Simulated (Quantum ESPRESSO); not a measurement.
## Fixed-spin-moment curve of NiO

Aim: the energy of NiO as a function of the total spin moment of its primitive cell.

Method: PBEsol with U = 3.6 eV on Ni d (ortho-atomic projectors); plane waves with GBRV 1.5 PBEsol potentials, no spin-orbit coupling, in Quantum ESPRESSO 7.5.

### 1. The structure

Symmetry: Fm-3m, No. 225, cubic system. Conventional cell: a = 4.172 Å, b = 4.172 Å, c = 4.172 Å, α = 90.00°, β = 90.00°, γ = 90.00°. Ni has 6 O at 2.09 Å nearest. O has 6 Ni at 2.09 Å nearest. Farther neighbours and most contacts between anions are not listed.

The cell comes from the Crystallography Open Database.

### 2. No moment imposed

Input file pw.in:

```
&CONTROL
  calculation = 'scf'
  prefix = 'pwscf'
  outdir = './tmp'
  pseudo_dir = './pseudo'
  disk_io = 'nowf'
/
&SYSTEM
  ibrav = 0
  nat = 2
  ntyp = 2
  ecutwfc = 40
  ecutrho = 280
  nbnd = 20
  occupations = 'smearing'
  smearing = 'fd'
  degauss = 0.00734986
  nspin = 2
  starting_magnetization(1) = 0.1111
  starting_magnetization(2) = 0
/
&ELECTRONS
  conv_thr = 4d-09
  electron_maxstep = 150
  mixing_beta = 0.3
/
ATOMIC_SPECIES
Ni     58.6934 ni_pbesol_v1.4.uspp.F.UPF
O      15.9990 o_pbesol_v1.2.uspp.F.UPF
CELL_PARAMETERS angstrom
   0.0000000000    2.0859016414    2.0859016414
   2.0859016414    0.0000000000    2.0859016414
   2.0859016414    2.0859016414    0.0000000000
ATOMIC_POSITIONS crystal
Ni      0.0000000000    0.0000000000    0.0000000000
O       0.5000000000    0.5000000000    0.5000000000
K_POINTS automatic
8 8 8 0 0 0
HUBBARD {ortho-atomic}
U Ni-3d 3.6000
```

Command:

```console
OMP_NUM_THREADS=1 mpirun -n 2 pw.x -nk 2 -in pw.in > pw.out
```

Log:

```text
Program PWSCF v.7.5 starts

     Message from routine setup:
     using ibrav=0 with symmetry is DISCOURAGED, use correct ibrav instead

     K-points division:     npool     =       2
     Subspace diagonalization in iterative solution of the eigenvalue problem:

     G-vector sticks info
     --------------------
     sticks:   dense  smooth     PW     G-vecs:    dense   smooth      PW
     Sum         595     349    121                 9721     4279     869

     Using Slab Decomposition

     bravais-lattice index     =            0
     lattice parameter (alat)  =       5.5745  a.u.
     unit-cell volume          =     122.4921 (a.u.)^3
     number of atoms/cell      =            2
     number of atomic types    =            2
     number of electrons       =        24.00
     number of Kohn-Sham states=           20
     kinetic-energy cutoff     =      40.0000  Ry
     charge density cutoff     =     280.0000  Ry
     scf convergence threshold =      4.0E-09
     mixing beta               =       0.3000
     number of iterations used =            8  plain     mixing
     Exchange-correlation= SLA  PW   PSX  PSC
                           (   1   4  10   8   0   0   0)
     Hubbard projectors: ortho-atomic
     Hubbard parameters of DFT+U (Dudarev formulation) in eV:
     U(Ni-3d) =  3.6000

     Internal variables: lda_plus_u =T, lda_plus_u_kind = 0

     Internal variables: orbital_resolved =F, hub_pot_fix =F, apply_U = F

     celldm(1)=   5.574523  celldm(2)=   0.000000  celldm(3)=   0.000000
     celldm(4)=   0.000000  celldm(5)=   0.000000  celldm(6)=   0.000000

     crystal axes: (cart. coord. in units of alat)
               a(1) = (   0.000000   0.707107   0.707107 )
               a(2) = (   0.707107   0.000000   0.707107 )
               a(3) = (   0.707107   0.707107   0.000000 )

     reciprocal axes: (cart. coord. in units 2 pi/alat)
               b(1) = ( -0.707107  0.707107  0.707107 )
               b(2) = (  0.707107 -0.707107  0.707107 )
               b(3) = (  0.707107  0.707107 -0.707107 )

     PseudoPot. # 1 for Ni read from file:
     ni_pbesol_v1.4.uspp.F.UPF
     Pseudo is Ultrasoft + core correction, Zval = 18.0
     Generated by new atomic code, or converted to UPF format
     Using radial grid of  865 points,  6 beta functions with:
                l(1) =   0
                l(2) =   0
                l(3) =   1
                l(4) =   1
                l(5) =   2
                l(6) =   2
     Q(r) pseudized with 10 coefficients,  rinner =    0.980   0.980   0.980
                                                       0.980   0.980

     PseudoPot. # 2 for O  read from file:
     o_pbesol_v1.2.uspp.F.UPF
     Pseudo is Ultrasoft + core correction, Zval =  6.0
     Generated by new atomic code, or converted to UPF format
     Using radial grid of  737 points,  5 beta functions with:
                l(1) =   0
                l(2) =   0
                l(3) =   1
                l(4) =   1
                l(5) =   2
     Q(r) pseudized with  8 coefficients,  rinner =    0.900   0.900   0.900
                                                       0.900   0.900

     atomic species   valence    mass     pseudopotential
     Ni               18.00    58.69340     Ni( 1.00)
     O                 6.00    15.99900     O ( 1.00)

     Starting magnetic structure
     atomic species   magnetization
     Ni              0.111
     O               0.000

     48 Sym. Ops., with inversion, found

   Cartesian axes

     site n.     atom                  positions (alat units)
         1        Ni     tau(   1) = (   0.0000000   0.0000000   0.0000000  )
         2        O      tau(   2) = (   0.7071068   0.7071068   0.7071068  )

     number of k points=    29  Fermi-Dirac smearing, width (Ry)=  0.0073
                       cart. coord. in units 2pi/alat
        k(    1) = (   0.0000000   0.0000000   0.0000000), wk =   0.0019531
        k(    2) = (   0.0883883   0.0883883  -0.0883883), wk =   0.0156250
        k(    3) = (   0.1767767   0.1767767  -0.1767767), wk =   0.0156250
        k(    4) = (   0.2651650   0.2651650  -0.2651650), wk =   0.0156250
        k(    5) = (  -0.3535534  -0.3535534   0.3535534), wk =   0.0078125
        [... 24 further k-points ...]

     Dense  grid:     9721 G-vectors     FFT dimensions: (  30,  30,  30)

     Smooth grid:     4279 G-vectors     FFT dimensions: (  24,  24,  24)

     Check: negative core charge=   -0.000014
     Generating pointlists ...
     new r_m :   0.2917 (alat units)  1.6260 (a.u.) for type    1
     new r_m :   0.2917 (alat units)  1.6260 (a.u.) for type    2

     Initial potential from superposition of free atoms

     starting charge      22.0000, renormalised to      24.0000

     STARTING HUBBARD OCCUPATIONS:

     =================== HUBBARD OCCUPATIONS ===================
     ------------------------ ATOM    1 ------------------------
     Tr[ns(  1)] (up, down, total) =   5.00000  3.00000  8.00000
     Atomic magnetic moment for atom   1 =   2.00000
     [... lines left out ...]
     Number of occupied Hubbard levels =    8.0000

     Atomic wfc used for Hubbard projectors are orthogonalized

     Starting wfcs are   17 randomized atomic wfcs +    3 random wfcs

     Self-consistent Calculation

     iteration #  1     ecut=    40.00 Ry     beta= 0.30
     Davidson diagonalization with overlap
     ethr =  1.00E-02,  avg # of iterations =  5.9

     =================== HUBBARD OCCUPATIONS ===================
     ------------------------ ATOM    1 ------------------------
     Tr[ns(  1)] (up, down, total) =   2.80137  0.86610  3.66747
     Atomic magnetic moment for atom   1 =   1.93528
     [... lines left out ...]
     Number of occupied Hubbard levels =    3.6675

     total energy              =    -366.40102153 Ry
     estimated scf accuracy    <      30.06924654 Ry

     total magnetization       =     2.21 Bohr mag/cell
     absolute magnetization    =     2.23 Bohr mag/cell

     iteration #  2     ecut=    40.00 Ry     beta= 0.30
     Davidson diagonalization with overlap
     ethr =  1.00E-02,  avg # of iterations =  3.2

     total energy              =    -373.75664623 Ry
     estimated scf accuracy    <      11.89599855 Ry

     total magnetization       =     0.15 Bohr mag/cell
     absolute magnetization    =     0.16 Bohr mag/cell

     iteration #  3     ecut=    40.00 Ry     beta= 0.30
     Davidson diagonalization with overlap
     ethr =  1.00E-02,  avg # of iterations =  2.0

     total energy              =    -375.03840149 Ry
     estimated scf accuracy    <       0.25624789 Ry

     total magnetization       =     1.73 Bohr mag/cell
     absolute magnetization    =     1.73 Bohr mag/cell

     [... further iterations left out ...]

     iteration #  9     ecut=    40.00 Ry     beta= 0.30
     Davidson diagonalization with overlap
     ethr =  4.33E-08,  avg # of iterations =  1.5

     total energy              =    -375.17768288 Ry
     estimated scf accuracy    <       0.00000572 Ry

     total magnetization       =     2.00 Bohr mag/cell
     absolute magnetization    =     2.02 Bohr mag/cell

     iteration # 10     ecut=    40.00 Ry     beta= 0.30
     Davidson diagonalization with overlap
     ethr =  2.38E-08,  avg # of iterations =  1.5

     total energy              =    -375.17768801 Ry
     estimated scf accuracy    <       0.00000004 Ry

     total magnetization       =     2.00 Bohr mag/cell
     absolute magnetization    =     2.02 Bohr mag/cell

     iteration # 11     ecut=    40.00 Ry     beta= 0.30
     Davidson diagonalization with overlap
     ethr =  1.85E-10,  avg # of iterations =  2.0

     total energy              =    -375.17769023 Ry
     estimated scf accuracy    <       0.00000003 Ry

     total magnetization       =     2.00 Bohr mag/cell
     absolute magnetization    =     2.02 Bohr mag/cell

     iteration # 12     ecut=    40.00 Ry     beta= 0.30
     Davidson diagonalization with overlap
     ethr =  1.04E-10,  avg # of iterations =  1.3

     Magnetic moment per site  (integrated on atomic sphere of radius R)
     atom   1 (R=0.292)  charge= 15.6243  magn=  1.6676
     atom   2 (R=0.292)  charge=  5.6916  magn=  0.2764

     End of self-consistent calculation

     =================== HUBBARD OCCUPATIONS ===================
     ------------------------ ATOM    1 ------------------------
     Tr[ns(  1)] (up, down, total) =   4.96791  3.28725  8.25516
     Atomic magnetic moment for atom   1 =   1.68066
     [... lines left out ...]
     Number of occupied Hubbard levels =    8.2552

     [... lines left out ...]
     the Fermi energy is    14.2234 ev

!    total energy              =    -375.17769232 Ry
     estimated scf accuracy    <          1.6E-09 Ry
     smearing contrib. (-TS)   =      -0.00004282 Ry
     internal energy E=F+TS    =    -375.17764950 Ry

     The total energy is F=E-TS. E is the sum of the following terms:
     one-electron contribution =    -216.00459705 Ry
     hartree contribution      =     122.45249979 Ry
     xc contribution           =     -42.44834190 Ry
     ewald contribution        =    -239.22330751 Ry
     Hubbard energy            =       0.04609717 Ry

     total magnetization       =     2.00 Bohr mag/cell
     absolute magnetization    =     2.02 Bohr mag/cell

     convergence has been achieved in  12 iterations

=------------------------------------------------------------------------------=
   JOB DONE.
=------------------------------------------------------------------------------=
```

The job ended after 8.2 s (2 MPI ranks of Arm Neoverse V1, shared host; peak memory 0.15 GiB).

Spin moment in the atom's sphere by atom:

```csv
atom,spin moment in the atom's sphere (μB)
Ni1,1.67
O2,0.28
```

Read from the output:

* smearing term TS: 5.83e-4 eV
* magnetization: 1.999 μB
* absolute magnetization: 2.016 μB
* final state: ferromagnetic

### 3. Moment fixed at 0 μB

The two spin channels are filled to separate Fermi energies, so that the total moment meets the target. Half of the up one less the down one is the slope dE/dM.

pw.in, as its differences from that of step 2:

```diff
@@ -18,4 +18,5 @@
   nspin = 2
-  starting_magnetization(1) = 0.1111
+  starting_magnetization(1) = 0.0056
   starting_magnetization(2) = 0
+  tot_magnetization = 0
 /
```

Log:

```text
     [... lines left out ...]
Program PWSCF v.7.5 starts
     [... lines left out ...]
     number of atoms/cell      =            2
     [... lines left out ...]
     number of electrons       =        24.00 (up:  12.00, down:  12.00)
     number of Kohn-Sham states=           20
     kinetic-energy cutoff     =      40.0000  Ry
     charge density cutoff     =     280.0000  Ry
     scf convergence threshold =      4.0E-09
     [... lines left out ...]
     48 Sym. Ops., with inversion, found
     [... lines left out ...]
     number of k points=    29  Fermi-Dirac smearing, width (Ry)=  0.0073
     [... lines left out ...]
     iteration # 13     ecut=    40.00 Ry     beta= 0.30
     [... lines left out ...]
     Magnetic moment per site  (integrated on atomic sphere of radius R)
     atom   1 (R=0.292)  charge= 15.7418  magn=  0.0000
     atom   2 (R=0.292)  charge=  5.5920  magn= -0.0000
     [... lines left out ...]
     Tr[ns(  1)] (up, down, total) =   4.25455  4.25454  8.50908
     [... lines left out ...]
     the spin up/dw Fermi energies are    13.9427   13.9427 ev
!    total energy              =    -375.10435784 Ry
     estimated scf accuracy    <          1.6E-09 Ry
     smearing contrib. (-TS)   =      -0.00497224 Ry
     [... lines left out ...]
     total magnetization       =    -0.00 Bohr mag/cell
     absolute magnetization    =     0.00 Bohr mag/cell
     convergence has been achieved in  13 iterations
```

Run time: 8.4 s. Hardware: 2 MPI ranks; peak memory 0.15 GiB; 17 s of CPU time.

Read from the output:

```yaml
magnetization: 0 μB
absolute_magnetization: 0 μB
half_the_difference_of_the_two_fermi_energies: 0 meV
largest_moment: 0 μB
```

### 4. Moment fixed at 0.45 μB

pw.in, as its differences from that of step 3:

```diff
@@ -18,5 +18,5 @@
   nspin = 2
-  starting_magnetization(1) = 0.0056
+  starting_magnetization(1) = 0.025
   starting_magnetization(2) = 0
-  tot_magnetization = 0
+  tot_magnetization = 0.45
 /
```

Log:

```text
     [... lines left out ...]
Program PWSCF v.7.5 starts
     [... lines left out ...]
     number of atoms/cell      =            2
     [... lines left out ...]
     number of electrons       =        24.00 (up:  12.22, down:  11.78)
     number of Kohn-Sham states=           20
     kinetic-energy cutoff     =      40.0000  Ry
     charge density cutoff     =     280.0000  Ry
     scf convergence threshold =      4.0E-09
     [... lines left out ...]
     48 Sym. Ops., with inversion, found
     [... lines left out ...]
     number of k points=    29  Fermi-Dirac smearing, width (Ry)=  0.0073
     [... lines left out ...]
     iteration # 13     ecut=    40.00 Ry     beta= 0.30
     [... lines left out ...]
     Magnetic moment per site  (integrated on atomic sphere of radius R)
     atom   1 (R=0.292)  charge= 15.7368  magn=  0.4496
     atom   2 (R=0.292)  charge=  5.5966  magn= -0.0148
     [... lines left out ...]
     Tr[ns(  1)] (up, down, total) =   4.47770  4.01954  8.49723
     [... lines left out ...]
     the spin up/dw Fermi energies are    13.5814   14.2929 ev
!    total energy              =    -375.11035499 Ry
     estimated scf accuracy    <          7.6E-10 Ry
     smearing contrib. (-TS)   =      -0.00451678 Ry
     [... lines left out ...]
     total magnetization       =     0.45 Bohr mag/cell
     absolute magnetization    =     0.49 Bohr mag/cell
     convergence has been achieved in  13 iterations
```

Elapsed: 8.6 s, on 2 MPI ranks; peak memory 0.15 GiB; 17 s of CPU time.

Spin moment in the atom's sphere by atom:

```csv
atom,spin moment in the atom's sphere (μB)
Ni1,0.450
O2,-0.015
```

Read from the output:

- magnetization: 0.45 μB
- absolute magnetization: 0.485 μB
- half the difference of the two Fermi energies: -355.8 meV

### 5. Moment fixed at 0.9 μB

pw.in, as its differences from that of step 4:

```diff
@@ -18,5 +18,5 @@
   nspin = 2
-  starting_magnetization(1) = 0.025
+  starting_magnetization(1) = 0.05
   starting_magnetization(2) = 0
-  tot_magnetization = 0.45
+  tot_magnetization = 0.9
 /
```

Log:

```text
     [... lines left out ...]
Program PWSCF v.7.5 starts
     [... lines left out ...]
     number of atoms/cell      =            2
     [... lines left out ...]
     number of electrons       =        24.00 (up:  12.45, down:  11.55)
     number of Kohn-Sham states=           20
     kinetic-energy cutoff     =      40.0000  Ry
     charge density cutoff     =     280.0000  Ry
     scf convergence threshold =      4.0E-09
     [... lines left out ...]
     48 Sym. Ops., with inversion, found
     [... lines left out ...]
     number of k points=    29  Fermi-Dirac smearing, width (Ry)=  0.0073
     [... lines left out ...]
     iteration # 13     ecut=    40.00 Ry     beta= 0.30
     [... lines left out ...]
     Magnetic moment per site  (integrated on atomic sphere of radius R)
     atom   1 (R=0.292)  charge= 15.7182  magn=  0.8661
     atom   2 (R=0.292)  charge=  5.6130  magn=  0.0057
     [... lines left out ...]
     Tr[ns(  1)] (up, down, total) =   4.66868  3.78751  8.45618
     [... lines left out ...]
     the spin up/dw Fermi energies are    13.5063   14.6477 ev
!    total energy              =    -375.12628129 Ry
     estimated scf accuracy    <          6.4E-10 Ry
     smearing contrib. (-TS)   =      -0.00402545 Ry
     [... lines left out ...]
     total magnetization       =     0.90 Bohr mag/cell
     absolute magnetization    =     0.92 Bohr mag/cell
     convergence has been achieved in  13 iterations
```

Run time: 8.5 s. Hardware: 2 MPI ranks; peak memory 0.15 GiB; 17 s of CPU time.

Numbers from this step:

```
magnetization                                 : 0.9 μB
absolute magnetization                        : 0.922 μB
half the difference of the two Fermi energies : -570.7 meV
largest moment                                : 0.8661 μB
```

### 6. An input with a fault

One input was spoiled on purpose, to see how the program answers.

pw.in, as its differences from that of step 5:

```diff
@@ -18,5 +18,4 @@
   nspin = 2
-  starting_magnetization(1) = 0.05
+  starting_magnetization(1) = 0.1111
   starting_magnetization(2) = 0
-  tot_magnetization = 0.9
 /
@@ -24,3 +23,3 @@
   conv_thr = 4d-09
-  electron_maxstep = 150
+  electron_maxstep = 50
   mixing_beta = 0.3
@@ -40,2 +39,2 @@
 HUBBARD {ortho-atomic}
-U Ni-3d 3.6000
+U Ni-6f 5.0
```

Log:

```text
     [... lines left out ...]
Program PWSCF v.7.5 starts
     [... lines left out ...]
     Error in routine determine_hubbard_occ (1):
     Mismatch between the requested and available manifolds
 %%%%%%%%%%%%%%%%%%%%%%%%%%%%%%%%%%%%%%%%%%%%%%%%%%%%%%%%%%%%%%%%%%%%%%%%%%%%%%
     stopping ...
```

Elapsed: 0.61 s, on 2 MPI ranks; peak memory 0.05 GiB.

The input was rejected at the start.

The program's message: “determine_hubbard_occ (1): Mismatch between the requested and available manifolds”

The fault put into the input: a U on a shell that the file lacks.

### 7. E(M)

The runs not shown differ in the target, the start and the number of states alone. The point at 2.00 μB is the free run, entered with slope zero.

The energy over the lowest by total spin moment:

```csv
total spin moment (μB a cell),energy over the lowest (meV a cell)
0.00,998
0.45,916
0.90,699
1.35,413
1.80,99.9
2.00,0
2.25,683
2.70,2338
```

dE/dM against total spin moment:

```csv
total spin moment (μB a cell),dE/dM (meV/μB)
0.00,0.00854
0.45,-356
0.90,-571
1.35,-697
1.80,-631
2.00,0
2.25,3385
2.70,3928
```

Largest site moment against total spin moment:

```csv
total spin moment (μB a cell),largest site moment (μB)
0.00,2.1e-5
0.45,0.450
0.90,0.866
1.35,1.23
1.80,1.55
2.00,1.67
2.25,1.73
2.70,1.85
```

### 8. What came out

| Property | Result |
| --- | --- |
| moment of the free run | 2.00 μB a cell |
| energy at zero total moment | 998 meV a cell over the lowest |

What this shows: At zero total moment the site moments vanish, so the 998 meV a cell is the energy of forming them, the change of the Hubbard energy included. The points show one minimum alone. The free run has a whole-number moment, and the slope goes from -631 to 3385 meV/μB between its neighbours: a kink, as where a spin channel has a gap, so no stiffness is given. The cell holds one seeded atom, so opposed orders, which may lie lower, cannot form in it. Energies are free energies at an electronic temperature of 1160 K, which lowers moments and differences where the moments are itinerant.

[Logs and program files are shortened in this print: banners, set-up blocks, solver, clock and traceback lines can be left out without a mark of their own.]

[Logs are printed without paths, hosts, clocks, repeated set-up lines and the standing remarks that a program may print on its own settings, such as how far it seeks lower states.]

[Hosts, paths, dates, database ids (printed as entryN), source tags and the programs' standing remarks are cut or masked in the printed files.]

[Where a cell is said to come from a database of computed structures, the database is the Materials Project.]
